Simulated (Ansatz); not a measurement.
**Sensitivity of the G0W0 gap of SrTiO3 (I4/mcm)**

A base run on SrTiO3 (I4/mcm), then changed inputs.

Method: G0W0 on PBE, plane waves, PAW, in Ansatz 0.2.0.

## Step 1: The structure

Symmetry: I4/mcm, No. 140, tetragonal system. The conventional cell has a = 5.511 Å, b = 5.511 Å, c = 7.796 Å, α = 90.00°, β = 90.00°, γ = 90.00°. Sr has 12 O at 2.73 to 2.78 Å nearest. Nearest to Ti lie 6 O at 1.95 Å. O has 2 Ti at 1.95 Å and 4 Sr at 2.76 Å nearest. Nearest to O lie 2 Ti at 1.95 Å and 4 Sr at 2.73 to 2.78 Å. Farther neighbours and most contacts between anions are not listed.

The cell and positions come from the Crystallography Open Database and are kept as given unless a step says otherwise. The default PAW set here is soft_2. Its files were made with PBE.

## Step 2: The base run: 4×4×4 mesh, 89 empty bands, screening to 48 eV

G0W0 replaces the xc potential by the self-energy, built once from these orbitals. Only a window of levels is corrected, while the sums run over the empty bands that the input names.

Input file input.yaml:

```yaml
crystal:
  lattice:
    - [-2.7555, 2.7555, 3.898]
    - [2.7555, -2.7555, 3.898]
    - [2.7555, 2.7555, -3.898]
  atoms:
    - { symbol: Sr, position: [0.75, 0.25, 0.5] }
    - { symbol: Sr, position: [0.25, 0.75, 0.5] }
    - { symbol: Ti, position: [0.0, 0.0, 0.0] }
    - { symbol: Ti, position: [0.5, 0.5, 0.0] }
    - { symbol: O, position: [0.25, 0.25, 0.0] }
    - { symbol: O, position: [0.75, 0.75, 0.0] }
    - { symbol: O, position: [0.7451, 0.2451, 0.9902] }
    - { symbol: O, position: [0.2451, 0.2549, 0.5] }
    - { symbol: O, position: [0.2549, 0.7549, 0.0098] }
    - { symbol: O, position: [0.7549, 0.7451, 0.5] }
kpoints:
  mp_grid: { grid: [4, 4, 4] }
hamiltonian:
  xc: pbe
scf:
  occupations: { method: fixed }
gw:
  n_empty_bands: 89
  ecut_chi: 48
  qp_bands: [v3, c3]
  qp_kpoints: band_edges
  screening: { model: contour_deformation }
```

Launch:

```
$ ansatz run input.yaml --threads 3 --pin off --max-ram 92160MiB --backend cuda --events-out ev --progress --plain --runs-dir out --devices 1 --max-vram 13GiB  # rebuilt from the run's record
```

Numbers of over 12 decimals in the logs are rounded to 6 here.

The log of the run:

```text
GPUs: using 1 of 1 available (devices: 1).
Engine: ansatz 0.2.0, x86_64-unknown-linux-gnu
Pseudopotentials: kind: paw
Pseudopotential: Sr, paw, valence charge 10, recommended cutoff 420 eV (normal), Sr.paw.azcp
Pseudopotential: Ti, paw, valence charge 12, recommended cutoff 420 eV (normal), Ti.paw.azcp
Pseudopotential: O, paw, valence charge 6, recommended cutoff 420 eV (normal), O.paw.azcp
Functional definition: PBE
  parameter kappa = 0.804
  parameter beta = 0.066725
  exchange = pbe_x(kappa = kappa, mu = beta*pi^2/3)
  correlation = pbe_c(beta = beta)
device memory: the entry about to start is reckoned to put 2.7 GiB on a device that reports 60.6 GiB free (of which the cap on the GPU budget leaves the run 13.0 GiB)
GPU FFT provider: cuFFT
GPU libraries: cuBLAS 13.8.2, cuFFT 12.4.0, cuSOLVER 12.3.4
Crystal: 10 atoms, lattice volume = 118.387 Å³
Basis set: ecut = 420 eV, 2277 PW (Γ)
Bands: 50, of which v1, the nominal top of the filled ones, is band 40 counted from 1 (39 counted from 0)
Symmetry: 16 space group operations
Space group: I4/mcm (ITA 140), of the structure as read, at distance tolerance 4.9e-5 Å
k-points: 13 of 64
Non-local potential: Sr, projectors of the file, l = 0: 3, l = 1: 2, l = 2: 2
Non-local potential: Ti, projectors of the file, l = 0: 3, l = 1: 2, l = 2: 3, l = 3: 1
Non-local potential: O, projectors of the file, l = 0: 2, l = 1: 2, l = 2: 1
PAW form: soft (Blöchl's): semilocal exchange-correlation on the pseudo side does not see the compensation charge
PAW one-centre angular grid: Sr, 110 points (default); XC on 64 Gauss nodes
PAW one-centre angular grid: Ti, 590 points (default); XC on 64 Gauss nodes
PAW one-centre angular grid: O, 110 points (default); XC on 64 Gauss nodes
Initial density: superposition of atomic densities (neutral atoms: chi_scale 0, normalization atom), corrected by the library's trained network
Initial wavefunctions: pseudopotential atomic-orbital guess
GPU buffer pool allocated for 64000 grid points (all kernels)
GPU transforms: local potential and band sums: pruned to the plane-wave sphere, on 40×40×40
Functional: x = pbe(κ = 0.804, μ = 0.219515), c = pbe(β = 0.066725)
SCF iter   1: F=—  HF=-15508.912014 eV  |F-HF|=—  |Δ(HF+E_count)|=         —  Δρ=1.97e-3  dr2=2.34e-3  ethr=1.77e-3  ⟨swp⟩=4.8  Hψ=2568  notcnv=0  defer=76
preconditioner: auto → Resta (q_TF=auto, 2.556 Å⁻¹)  ε∞=5.7  [insulator: Δε(μ)=1.885 eV  Ē_g=12.219 eV  n_scr=26 (ndim 8)  ℏωp=26.4 eV  f_vac=0.000  ε∞_Penn≈5.7]
SCF iter   2: F=—  HF=-15508.913482 eV  |F-HF|=—  |Δ(HF+E_count)|=   1.47e-3  Δρ=1.09e-3  dr2=6.51e-4  ethr=2.93e-6  ⟨swp⟩=3.2  Hψ=1494  notcnv=0  defer=100
SCF iter   3: F=—  HF=-15508.913584 eV  |F-HF|=—  |Δ(HF+E_count)|=   1.02e-4  Δρ=5.63e-4  dr2=9.17e-5  ethr=8.14e-7  ⟨swp⟩=2.0  Hψ=881  notcnv=0  defer=97
[...]
gw.qp_kpoints: band_edges: 11 of 13 stored k-points solved, in 1 pass; an edge of the gap read off the rows below is read off those points alone
    valence top: of the k-points left out ik 10 came nearest to being solved in a further pass, in band 40 (counted from 1, as in the quasiparticle table): it holds the edge there only if its correction is more favourable than any solved in that band by at least 0.524 eV; those differ by 0.085 eV
    conduction bottom: of the k-points left out ik 10 came nearest to being solved in a further pass, in band 41 (counted from 1, as in the quasiparticle table): it holds the edge there only if its correction is more favourable than any solved in that band by at least 1.022 eV; those differ by 0.063 eV
  `?` marks the rows in doubt; gw_qp.tsv's column doubts and the gw_qp event give each row's grounds
    ik  band        ε_KS         Σx   Σc(E_QP)       V_xc       Z   E_QP_lin       E_QP  E_QP is
     0    38     10.0677   -26.0682     5.0839   -21.0074  0.7328    10.0908    10.0908  root
     0    39     10.0738   -26.0792     5.0824   -21.0213  0.7328    10.0983    10.0983  root
     0    40     10.0738   -26.0792     5.0824   -21.0213  0.7328    10.0983    10.0983  root
     0    41     11.9745   -12.6542    -5.8268   -20.2870  0.7492    13.8696    13.7805  root
     0    42     11.9745   -12.6542    -5.8268   -20.2870  0.7492    13.8696    13.7805  root
     0    43     11.9752   -12.6496    -5.8318   -20.2883  0.7492    13.8715    13.7821  root
     1    38      9.4918   -26.1139     4.8843   -21.2811  0.7378     9.5432     9.5432  root
     1    39      9.4919   -26.1151     4.8847   -21.2823  0.7378     9.5437     9.5437  root
[...]
1    42     13.0387   -14.2130    -5.8361   -21.8723  0.7277    14.9721    14.8618  root ?
     1    43     13.0399   -14.2158    -5.8366   -21.8757  0.7277    14.9736    14.8632  root ?
[...]
2    41     12.1411   -12.9694    -6.0645   -20.8890  0.7428    14.1038    13.9961  root ?
     2    42     13.9094   -14.8697    -6.4797   -23.2149  0.7039    15.9376    15.7750  root ?
     2    43     13.9100   -14.8642    -6.4807   -23.2101  0.7039    15.9378    15.7753  root ?
[...]
4    41     12.6676   -13.6649    -5.9697   -21.4764  0.7340    14.6193    14.5095  root ?
     4    42     13.6967   -14.3347    -6.4477   -22.6455  0.7115    15.7081    15.5598  root ?
     4    43     13.7029   -14.3266    -6.3827   -22.5651  0.7123    15.7034    15.5588  root ?
[...]
11    40      9.4355   -25.1995     5.0256   -20.1198  0.7266     9.3813     9.3814  root
[...]
11    43     13.9108   -14.7798    -6.5475   -23.1992  0.7038    15.9481    15.7826  root ?
    12    38      9.3588   -26.1042     4.9738   -21.1529  0.7364     9.3813     9.3813  root
    12    39      9.3588   -26.1042     4.9738   -21.1529  0.7364     9.3813     9.3813  root
    12    40      9.9871   -25.9020     5.0774   -20.8370  0.7320     9.9995     9.9995  root
    12    41     12.1427   -12.9723    -6.0649   -20.8926  0.7427    14.1059    13.9980  root ?
    12    42     13.8930   -14.8422    -6.4978   -23.2092  0.7042    15.9257    15.7623  root ?
    12    43     13.8930   -14.8422    -6.4978   -23.2092  0.7042    15.9257    15.7623  root ?
[key lines of the parts left out:]
SCF converged after 6 iterations
Free energy (F): -15508.913692 eV
Fermi energy:    10.073781 eV
```

Elapsed: 6.7 s, on 1 × NVIDIA H100 80GB HBM3 (shared by 6 runs) with 3 threads of AMD EPYC 7R13 (Zen 3), shared host; peak memory 1.2 GiB.

Numbers from this step:

```
bands summed                                 : 129
RPA ε∞ on this mesh (eigenvalues)            : 6.244, 6.244, 6.245
plane waves in the screening matrix          : 89
q-points in the mesh                         : 64
G0W0 gap on the mesh                         : 3.682 eV
k of the valence top                         : 0, 0, 0
k of the conduction bottom                   : 0, 0, 0
starting gap on the mesh                     : 1.901 eV
Z at the valence top                         : 0.7328
Z at the conduction bottom                   : 0.7492
least direct G0W0 gap on the computed points : 3.682 eV
```

The gap on the mesh goes from 1.90 eV to 3.68 eV, a correction of +1.78 eV. Between the two edge states, bare exchange in place of the xc potential would open the gap by 12.69 eV, and correlation takes back 10.91 eV.

## Step 3: Variant: static remainder

This step: G0W0 on PBE, plane waves, norm-conserving pseudopotentials.

Changes to input.yaml since step 2:

```diff
@@ -20,2 +20,3 @@
   xc: pbe
+  pseudopotentials: { kind: nc }
 scf:
@@ -23,4 +24,4 @@
 gw:
-  n_empty_bands: 89
-  ecut_chi: 48
+  n_empty_bands: 124
+  ecut_chi: 100
   qp_bands: [v3, c3]
@@ -28 +29,2 @@
   screening: { model: contour_deformation }
+  static_remainder: true
```

The log of the run:

```text
Warning: gw takes pair_densities: pseudo, which can misplace gaps by tens of per cent, since gw.static_remainder lacks the terms of the atoms
GPUs: using 1 of 1 available (devices: 1).
[...]
GPU FFT provider: cuFFT
GPU libraries: cuBLAS 13.8.2, cuFFT 12.4.0, cuSOLVER 12.3.4
Crystal: 10 atoms, lattice volume = 118.387 Å³
Basis set: ecut = 1240 eV, 11791 PW (Γ)
Bands: 50, of which v1, the nominal top of the filled ones, is band 40 counted from 1 (39 counted from 0)
Symmetry: 16 space group operations
[...]
k-points: 13 of 64
[...]
GPU buffer pool allocated for 262144 grid points (all kernels)
[...]
SCF iter   1: F=—  HF=-7902.473872 eV  |F-HF|=—  |Δ(HF+E_count)|=         —  Δρ=5.02e-2  dr2=2.80e0  ethr=3.10e-3  ⟨swp⟩=5.6  Hψ=2431  notcnv=0  defer=76
[...]
SCF iter  11: F=-7901.759700 eV  HF=-7901.759700 eV  |F-HF|=1.50e-9  |Δ(HF+E_count)|=   1.06e-8  Δρ=1.93e-6  dr2=2.62e-9  ethr=1.25e-10  ⟨swp⟩=18.5  Hψ=3532  notcnv=0
SCF 1 converged in 11 iterations: F = -7901.759700 eV  dr2 = 2.62e-9
[...]
NSCF: frozen V_eff on 13 k-points
[...]
G₀W₀ screening: q 1/13
[... further progress lines ...]
[...]
SCF converged after 11 iterations
Free energy (F): -7901.759700 eV
[...]
Internal energy: -7901.759700 eV  (E = F + TS)
E sigma→0 (E₀):  -7901.759700 eV
Fermi energy:    10.112608 eV
[...]
--- Band table (eV; the first three rows and the last of 13) ---
  k-point 0: bands = [... 36 lower, 9.7692, 10.1067, 10.1126, 10.1126, 12.0141, 12.0141, 12.0149, 14.4901, ... 6 higher]
  k-point 1: bands = [... 36 lower, 9.4451, 9.5263, 9.5265, 10.0701, 12.0958, 13.0811, 13.0823, 14.2465, ... 6 higher]
  k-point 2: bands = [... 36 lower, 8.5560, 9.3917, 9.3920, 10.0274, 12.1819, 13.9551, 13.9558, 13.9631, ... 6 higher]
  k-point 12: bands = [... 36 lower, 8.5516, 9.3940, 9.3940, 10.0265, 12.1835, 13.9388, 13.9388, 13.9845, ... 6 higher]
[...]
static-remainder magnitude (band-truncation diagnostic): 1.6415 eV
[...]
0    38     10.1067   -25.3293     4.5824   -20.3386  0.7239     9.6950     9.6984  root
     0    39     10.1126   -25.3404     4.5802   -20.3526  0.7239     9.7017     9.7050  root
     0    40     10.1126   -25.3404     4.5802   -20.3526  0.7239     9.7017     9.7050  root
     0    41     12.0141   -11.6246    -6.4927   -19.1480  0.7438    13.0653    13.0448  root
     0    42     12.0141   -11.6246    -6.4927   -19.1480  0.7438    13.0653    13.0448  root
     0    43     12.0149   -11.6196    -6.4977   -19.1488  0.7438    13.0669    13.0463  root
     1    38      9.5263   -25.2561     4.3420   -20.4766  0.7308     9.0851     9.0889  root
     1    39      9.5265   -25.2569     4.3421   -20.4774  0.7308     9.0852     9.0890  root
[...]
12    40     10.0265   -25.1573     4.5835   -20.1588  0.7233     9.6078     9.6114  root
    12    41     12.1835   -11.9131    -6.7421   -19.7196  0.7371    13.2712    13.2479  root
    12    42     13.9388   -13.5803    -7.1873   -21.8518  0.6961    15.0602    15.0230  root
    12    43     13.9388   -13.5803    -7.1873   -21.8518  0.6961    15.0602    15.0230  root
```

Elapsed: 15 s, on 1 × NVIDIA H100 80GB HBM3 (shared by 6 runs) with 3 threads; peak memory 1.7 GiB; 26 s of CPU time.

Against the base:

| setting | base | variant |
| --- | --- | --- |
| files | default PAW | norm-conserving |
| empty bands | 89 | 124 |
| screening cutoff (eV) | 48 | 100 |
| static remainder | - | true |

| quantity | variant | base |
| --- | --- | --- |
| starting gap on the mesh | 1.902 | 1.901 |
| G0W0 gap on the mesh | 3.340 | 3.682 |
| least direct G0W0 gap on the computed points | 3.340 | 3.682 |
| Z at the valence top | 0.724 | 0.733 |
| Z at the conduction bottom | 0.744 | 0.749 |

## Step 4: Results

```yaml
base: 3.68 eV, 6.7 s
static_remainder: 3.34 eV, 15 s
```

Static remainder: the gap moves by −0.34 eV and the time by a factor of 2.3 (the plane-wave cutoff goes from 420 to 1240 eV); such settings are too crude to quote. The variant differs from the base in files, empty bands, screening cutoff and static remainder together, so the change can't be laid to one of them. This option needs pseudo pair densities, which the log warns can misplace gaps. All runs here use a coarse mesh and modest cutoffs; they test settings and are not final values. The many-body steps are scalar-relativistic: spin-orbit coupling is not in them.

[Paths, hosts, dates, memory and timing lines, banners, echoed tables and standing remarks are left out of the program output.]

[Logs are printed without paths, hosts, clocks, repeated set-up lines and the standing remarks that a program may print on its own settings, such as how far it seeks lower states.]

[Runs of the session that timed out or met a known fault of the program may be left out.]

[Cells called generated may have been cut or substituted from an entry of the Crystallography Open Database or the Materials Project.]

[Hosts, paths, dates, database ids (printed as entryN), source tags and the programs' standing remarks are cut or masked in the printed files.]
